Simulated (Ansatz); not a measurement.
# NaMgI3 (built on the sites of a database entry of CsMgF3): following an unstable mode

Aim: this structure of NaMgI3 (built on the sites of a database entry of CsMgF3) is to be tested for unstable modes, and one is followed downhill.

Method: DFT r2SCAN, scalar-relativistic, plane waves, PAW, in Ansatz 0.2.0.

Most raw output is cut from this account.

The structure was built from a prototype and need not be the compound's stable phase.

### 1. The structure

It takes space group Pm-3m (No. 221, cubic). The conventional cell has a = 5.788 Å, b = 5.788 Å, c = 5.788 Å, α = 90.00°, β = 90.00°, γ = 90.00°. Na has 12 I at 4.09 Å nearest. Nearest to Mg lie 6 I at 2.89 Å. I has 2 Mg at 2.89 Å nearest. Farther neighbours and most contacts between anions are not listed.

### 2. The dispersion

The cell comes from relaxations at this level that are not shown. Stability and thermal properties need the whole zone. Linear response on a 2×2×2 q mesh gives force constants as far as a supercell of that size would, and the tensors from the zone-centre run are typed in so that the long-range dipole term is interpolated apart.

input.yaml

```yaml
crystal:
  lattice:
    - [5.7884207145, 0.0, 0.0]
    - [0.0, 5.7884207145, 0.0]
    - [0.0, 0.0, 5.7884207145]
  atoms:
    - { symbol: Na, position: [0.0, 0.0, 0.0] }
    - { symbol: Mg, position: [0.5, 0.5, 0.5] }
    - { symbol: I, position: [0.0, 0.5, 0.5] }
    - { symbol: I, position: [0.5, 0.0, 0.5] }
    - { symbol: I, position: [0.5, 0.5, 0.0] }
kpoints:
  mp_grid: { grid: [4, 4, 4] }
hamiltonian:
  xc: r2scan
scf:
  occupations: { method: fixed }
output:
  eigenvalues: true
phonons:
  method: dfpt
  qmesh: [2, 2, 2]
  temperatures: { t_max: 1000, t_step: 50 }
  qpath:
    path:
      - [[0.0, 0.0, 0.0], [0.0, 0.5, 0.0], [0.5, 0.5, 0.0], [0.0, 0.0, 0.0], [0.5, 0.5, 0.5], [0.0, 0.5, 0.0]]
      - [[0.5, 0.5, 0.5], [0.5, 0.5, 0.0]]
    npoints: 10
  non_analytic_term:
    high_frequency_dielectric_tensor: [[3.5178, 0.0, 0.0], [0.0, 3.5178, 0.0], [0.0, 0.0, 3.5178]]
    born_effective_charges:
      - { species: Na, tensor: [[1.4138, 0.0, 0.0], [0.0, 1.4138, 0.0], [0.0, 0.0, 1.4138]] }
      - { species: Mg, tensor: [[2.6335, 0.0, 0.0], [0.0, 2.6335, 0.0], [0.0, 0.0, 2.6335]] }
      - { species: I, tensor: [[-2.3493, 0.0, 0.0], [0.0, -0.849, 0.0], [0.0, 0.0, -0.849]] }
      - { species: I, tensor: [[-0.849, 0.0, 0.0], [0.0, -2.3493, 0.0], [0.0, 0.0, -0.849]] }
      - { species: I, tensor: [[-0.849, 0.0, 0.0], [0.0, -0.849, 0.0], [0.0, 0.0, -2.3493]] }
    source: "zone-centre run at this cell"
```

Started as:

```sh
$ ansatz run input.yaml --threads 8 --pin off --max-ram 14336MiB --backend cpu --events-out ev --progress --plain --runs-dir out
```

Wall time 7.7 min (8 threads of Arm Neoverse V2, shared host); peak memory 13 GiB; 59 min of CPU time.

This step gave:

```
gap on the k-mesh                                       : 1.822 eV
volume per atom                                         : 38.79 Å³
sum-rule residual before enforcement                    : 8.39e-5 eV/Å²
lowest frequency on the path                            : -76.25 cm⁻¹
point group                                             : m-3m
highest frequency on the path or at a solved wavevector : 227.7 cm⁻¹
highest optical mode at the zone centre (no LO-TO term) : 162.7 cm⁻¹
lowest optical zone-centre mode                         : -76.25 cm⁻¹
lowest mode on the q mesh (acoustic modes at Γ apart)   : -76.25 cm⁻¹
```

Frequencies (cm⁻¹) solved at each irreducible wavevector; negative means imaginary. Frequencies by wavevector, by row:

```csv
q in reciprocal lattice units,star,mode 1,mode 2,mode 3,mode 4,mode 13,mode 14,mode 15
0 0 0,1,-76.2,-76.2,-76.2,0,162.7,162.7,162.7
0 0 -0.5,3,-71.5,-71.5,9.2,9.2,162.4,162.4,209.3
0 -0.5 -0.5,3,-66.6,-66.6,-64.8,-48.1,162.3,218.4,218.4
-0.5 -0.5 -0.5,1,-73.8,-73.8,-73.8,-48.1,225.2,225.2,225.2
```

Interpolated from a 2×2×2 q mesh, with the LO-TO term (at Γ the limit along the path; where Γ stands inside the path, tables give the limit on arrival). Phonon branches along the path, in cm⁻¹:

```csv
point,branch 1,branch 2,branch 3,branch 4,branch 12,branch 13,branch 14,branch 15
Γ,-76,-76,-44,0,73,163,163,228
halfway,-74,-74,-2,12,93,162,162,220
X,-72,-72,9,9,121,162,162,209
halfway,-70,-68,-48,-34,117,162,194,213
M,-67,-67,-65,-48,128,162,218,218
halfway,-71,-69,-47,-26,102,162,177,218
Γ,-76,-76,-44,0,73,163,163,228
halfway,-69,-69,-55,-29,110,182,182,216
R,-74,-74,-74,-48,139,225,225,225
halfway,-70,-68,-59,-37,122,187,200,217
X,-72,-72,9,9,121,162,162,209
jump to R,-74,-74,-74,-48,139,225,225,225
halfway,-70,-70,-69,-48,131,195,222,222
M,-67,-67,-65,-48,128,162,218,218
```

Symmetry leaves 4 wavevectors to solve. The lowest mode among them, the acoustic zeros apart, lies at Γ and is imaginary, 76.2i cm⁻¹, so the energy falls along it.

### 3. The mode frozen in, largest atomic shift 0 Å

The mode followed lies at Γ with frequency 76.2i cm⁻¹ and is 3-fold degenerate, the softest among the wavevectors solved. At small amplitude the distorted cell has space group no. 38 by a symmetry search on the positions. The undistorted cell that holds it gives the zero of energy on the same k mesh.

input.yaml, the sections that differ from step 2:

```yaml
scf:
  occupations: { method: gaussian, width: 0.02 }
output:
  forces: true
  stress: true
  eigenvalues: true
# crystal, kpoints, hamiltonian: as in step 2
# phonons: removed
```

Run time: 1.8 s. Hardware: 8 threads; peak memory 1.1 GiB.

This step gave:

```
pressure                         : 0.001148 GPa
energy from the undistorted cell : 0 meV/atom
```

At this level the gap is 1.82 eV on the k-mesh of the self-consistent run, which can miss the band edges.

### 4. The mode frozen in, largest atomic shift 0.6 Å

The atoms are moved along the unstable eigenvector, the largest shift by 0.6 Å, with the cell fixed.

input.yaml, the sections that differ from step 3:

```yaml
crystal:
  lattice:
    - [5.7884207145, 0.0, 0.0]
    - [0.0, 5.7884207145, 0.0]
    - [0.0, 0.0, 5.7884207145]
  atoms:
    - { symbol: Na, position: [0.0, -0.0732953062, -0.0732953062] }
    - { symbol: Mg, position: [0.5, 0.4977756392, 0.4977756392] }
    - { symbol: I, position: [0.0, 0.5063799857, 0.5063799857] }
    - { symbol: I, position: [0.5, 0.0009440792, 0.5063799857] }
    - { symbol: I, position: [0.5, 0.5063799857, 0.0009440792] }
# kpoints, hamiltonian, scf, output: as in step 3
```

Wall time 4.3 s (8 threads); peak memory 1 GiB; 32 s of CPU time.

This step gave:

| Item | Value |
| --- | --- |
| pressure | 0.1328 GPa |
| gap on the k-mesh | 1.815 eV |
| energy from the undistorted cell | -16.37 meV/atom |

The energy, extrapolated to zero smearing, is -16.37 meV/atom against the undistorted cell.

The run ends at a pressure of 0.13 GPa, with forces up to 0.20 eV/Å.

### 5. Energy along the mode, all amplitudes (two of the runs are shown above)

An imaginary frequency means negative curvature, so the energy should fall and then rise again as anharmonic terms take over.

This step gave:

```
depth at the lowest point sampled  : 16.37 meV/atom
largest atomic shift at that point : 0.6 Å
```

The energy from the parent by largest atomic shift:

```csv
largest atomic shift (Å),energy from the parent (meV/atom)
0.000,0
0.040,-0.085
0.080,-0.341
0.140,-1.04
0.220,-2.53
0.320,-5.25
0.450,-9.94
0.600,-16.4
```

Displacement at unit largest shift by atom:

```csv
atom,x (Å),y (Å),z (Å),size
Na1,0.000,-0.707,-0.707,1.000
Mg2,0.000,-0.021,-0.021,0.030
I3,0.000,0.062,0.062,0.088
I4,0.000,0.009,0.062,0.063
I5,0.000,0.062,0.009,0.063
```

The lowest of the steps tried is the last one, at 0.6 Å, 16.4 meV/atom below the parent; the bottom of the well need not coincide with a step.

### 6. Relaxation from the frozen mode

Starting from the lowest point found, all atoms and the cell are let go, so that strain and other modes of the same symmetry can join in.

Edit input.yaml of step 4 so:

```diff
@@ -16,3 +16,3 @@
 scf:
-  occupations: { method: gaussian, width: 0.02 }
+  occupations: { method: fixed }
 output:
@@ -21 +21,6 @@
   eigenvalues: true
+relax:
+  adjacent_minimum: "off"
+  f_tol: 0.002
+  max_steps: 120
+  cell: { stress_tol: 0.03 }
```

The job ended after 54 s (8 threads; peak memory 1.1 GiB; 6.9 min of CPU time).

Step by step:

```csv
step,energy less that of the first step (eV),largest force component (eV/Å),pressure (GPa),volume (Å³)
1,0.0000,0.1436,0.13,193.95
2,-0.0226,0.1513,-0.11,196.56
3,-0.0714,0.0855,0.07,196.86
4,-0.0957,0.0514,0.13,198.47
5,-0.0984,0.0392,-0.07,200.44
6,-0.1023,0.0107,0.01,199.55
7,-0.1030,0.0126,0.05,199.44
8,-0.1034,0.0056,0.02,199.80
9,-0.1034,0.0046,-0.01,200.24
10,-0.1035,0.0003,0.00,200.21
11*,-0.1042,0.0003,0.00,200.21
```

Relaxation steps marked * repeat the geometry before them on a plane-wave basis chosen anew for their cell, so energy and pressure can jump there.

The run keeps the 4 symmetry operations that it works with, so distortions that break them were not tested.

```csv
"conventional cell, symmetrised",before,after,change
a (Å),5.788,5.729,-1.0 %
b (Å),8.186,8.247,+0.7 %
c (Å),8.186,8.475,+3.5 %
volume (Å³/atom),38.79,40.04,+3.2 %
```

The atoms that moved most (Å, as changes of fractional coordinates times the final cell):

```csv
atom,dx,dy,dz,length
Na1,0.000,-0.355,-0.355,0.502
I4,0.000,0.091,0.248,0.264
I5,0.000,0.248,0.091,0.264
Mg2,0.000,0.033,0.033,0.047
I3,0.000,-0.016,-0.016,0.023
```

This step gave:

- pressure: 0.002440 GPa
- gap on the k-mesh: 1.824 eV
- volume per atom: 40.04 Å³

The distorted start has space group Amm2; the relaxation ends in Amm2.

### 7. The new phase in its own primitive cell

The relaxed structure is symmetrised, reduced to its primitive cell and relaxed tightly, as its phonons need.

input.yaml, the sections that differ from step 6:

```yaml
crystal:
  lattice:
    - [5.7287474362, 0.0, 0.0]
    - [0.0, 4.1233865883, 4.2377216102]
    - [0.0, -4.1233865883, 4.2377216102]
  atoms:
    - { symbol: Na, position: [0.0, 0.8674191345, 0.8674191345] }
    - { symbol: Mg, position: [0.5, 0.5032849904, 0.5032849904] }
    - { symbol: I, position: [0.0, 0.5036697741, 0.5036697741] }
    - { symbol: I, position: [0.5, 0.0157231836, 0.548087301] }
    - { symbol: I, position: [0.5, 0.548087301, 0.0157231836] }
relax:
  adjacent_minimum: "off"
  f_tol: 0.001
  max_steps: 60
  cell: { stress_tol: 0.01 }
# kpoints, hamiltonian, scf, output: as in step 6
```

The job ended after 11 s (8 threads; peak memory 1.1 GiB; 83 s of CPU time).

Little changed from the start: no atom moved by 0.005 Å and no cell edge by 0.1 %.

Numbers from this step:

```yaml
direct_gap_on_mesh: 2.261 eV
```

The largest force component left is 0.37 meV/Å and the pressure is 0.002 GPa, within the tolerances set. The cell now holds 40.04 Å³/atom.

### 8. Modes of the new phase

A relaxed structure may still be a saddle point, so its zone-centre modes are computed. The response to a homogeneous field gives the Born charges and the dielectric tensor.

Edit input.yaml of step 7 so:

```diff
@@ -18,9 +18,6 @@
 output:
-  forces: true
-  stress: true
   eigenvalues: true
-relax:
-  adjacent_minimum: "off"
-  f_tol: 0.001
-  max_steps: 60
-  cell: { stress_tol: 0.01 }
+phonons:
+  method: dfpt
+  dielectric: true
+  rigid_motions: translations
```

It took 6.8 min on 8 threads; peak memory 11 GiB; 52 min of CPU time.

Numbers from this step:

| Property | Result |
| --- | --- |
| sum-rule residual before enforcement | 1.53e-4 eV/Å² |
| miss of the charge sum rule | 0.01415 e |
| estimated error of the dielectric tensor | 0.01022 |
| estimated error of the Born charges | 0.02464 e |
| point group | mm2 |
| highest optical mode at the zone centre (no LO-TO term) | 186.7 cm⁻¹ |
| lowest optical zone-centre mode | -32.13 cm⁻¹ |
| mean high-frequency dielectric constant | 3.403 |
| largest Born charge (third of the trace) | 2.655 e |
| top of the zone-centre spectrum with the field | 247.4 cm⁻¹ |

Without the LO-TO term. Patterns of degenerate modes are one choice out of their space. Modes at Γ, with each element's share of the kinetic energy (negative means imaginary):

```csv
mode,frequency (cm⁻¹),symmetry,Na %,Mg %,I %
1,-32.1,B2,68,2,30
2,0.0,acoustic,5,6,89
3,0.0,acoustic,5,6,89
4,0.0,acoustic,5,6,89
5,16.5,B1,94,0,5
6,31.3,B2,20,0,80
7,35.1,A2,0,0,100
8,41.3,A1,6,4,89
9,53.9,B2,7,34,59
10,58.4,A1,0,47,53
11,69.9,B1,0,19,81
12,123.0,A1,25,32,43
13,124.0,B2,0,58,42
14,135.9,A1,63,11,25
15,186.7,B1,0,76,24
```

Displacements in mode 1 (-32.1 cm⁻¹), the largest set to 1:
```
Na1  0.00  1.00  0.00
Mg2  0.00  0.17  0.00
I3   0.00 -0.28  0.00
I4   0.00  0.03 -0.03
I5   0.00  0.03  0.03
```

Displacements in mode 6 (31.3 cm⁻¹), the largest set to 1:
```
Na1  0.00  1.00  0.00
Mg2  0.00 -0.04  0.00
I3   0.00  0.50  0.00
I4   0.00 -0.34  0.36
I5   0.00 -0.34 -0.36
```

Optical modes at the zone centre, without and with the macroscopic field of the longitudinal modes; each column is sorted by frequency, so a row need not hold one and the same mode. Modes with and without the field, by row:

```csv
rank among optical modes,no field (cm⁻¹),"q along (1, 0, 0) (cm⁻¹)","q along (0, 1, 0) (cm⁻¹)","q along (0, 0, 1) (cm⁻¹)"
1,-32.1,-32.1,16.5,-32.1
2,16.5,31.3,20.3,16.5
3,31.3,35.1,35.1,31.3
4,35.1,41.3,40.6,35.1
5,41.3,53.9,41.3,41.5
6,53.9,55.4,58.4,53.9
7,58.4,58.4,66.8,69.9
8,69.9,84.4,69.9,76
9,123,123,123,124
10,124,124,135.9,135.8
11,135.9,135.9,186.7,186.7
12,186.7,247.4,201.9,203.2
```

Born charge (rows field, columns displacement) (e), principal values of the symmetric part by kind of site:

```csv
atom,atoms with these values,low,middle,high,mean
Na1,1,1.07,1.23,1.41,1.24
Mg2,1,2.64,2.65,2.68,2.66
I3,1,-2.32,-0.77,-0.68,-1.25
I4,2,-2.37,-0.89,-0.71,-1.32
```

In full for Na1:

```
1.41 0.00 0.00
0.00 1.23 0.00
0.00 0.00 1.07
```

High-frequency dielectric tensor:

```
3.41 0.00 0.00
0.00 3.45 0.00
0.00 0.00 3.34
```

Transverse modes; imaginary modes are left out. Infrared lines, with heights relative to the strongest:

```csv
position (cm⁻¹),relative intensity
16,33
31,4.3
35,0.0
41,0.4
54,8.8
58,33
70,7.3
123,91
124,87
136,0.4
187,100
```

Before it was imposed, the acoustic sum rule was missed by 1.5e-4 eV/Å² and the charge sum rule by 0.014 e. Small misses are needed for a sound result but don't prove that mesh and cutoff are converged. The lowest optical mode is imaginary, 32.1i cm⁻¹, so the energy falls along it.

The log warns of the k mesh: “the force constants stand on the 4×4×4 k-mesh, whose period is 12.35 times the interband length at k = (0.0000, 0.0000, 0.0000), direct gap 2.261 eV, under 14: take them and everything formed from them as unconverged”.

### 9. What came out

| Item | Value |
| --- | --- |
| unstable mode of the parent | q = (0, 0, 0), 76i cm⁻¹ |
| depth at the lowest point sampled | 16.4 meV/atom |
| largest atomic shift at that point | 0.6 Å |
| space group reached (within 0.01 Å) | Amm2 |
| energy gained over the parent (first relaxation, on the mesh of the frozen mode) | 37.2 meV/atom |
| volume per atom, phase reached | 40.0 Å³ |
| gap on the k-mesh, phase reached | 1.82 eV |
| lowest optical zone-centre mode, phase reached | -32.1 cm⁻¹ |
| highest optical mode at the zone centre (no LO-TO term), phase reached | 187 cm⁻¹ |

In words: Along this mode the structure falls into Amm2, 37.2 meV/atom below the parent. At the parent's cell the well is 16.37 meV/atom deep on the steps tried, with its lowest point at a shift of 0.6 Å. That is the last step tried, so the steps alone don't bracket the bottom of the well. Relaxing atoms and cell changes the gain by +20.85 meV/atom against the lowest step (energies at zero smearing). The new phase still has an imaginary mode at the zone centre of its cell, so it is a saddle point on the way to a lower structure. Of the 6 patterns followed to their end from this parent, this one ends 91.1 meV/atom above the lowest, Imma. Another end point lies within 1 meV/atom; how such a difference moves with mesh and cutoff was not tested. Each path keeps the symmetry of its pattern, so a lower phase may lie along a pattern not tried. With the field response the log warns that the k mesh is coarse for the force constants too, so the frequencies may not be converged. Spin-orbit coupling is left out, which can matter for the heavy elements here. The starting cell was built on a prototype and not taken from a measurement, so the phase need not exist.

[Logs are printed without paths, hosts, clocks, repeated set-up lines and the standing remarks that a program may print on its own settings, such as how far it seeks lower states.]

[Hosts, paths, dates, database ids (printed as entryN), source tags and the programs' standing remarks are cut or masked in the printed files.]
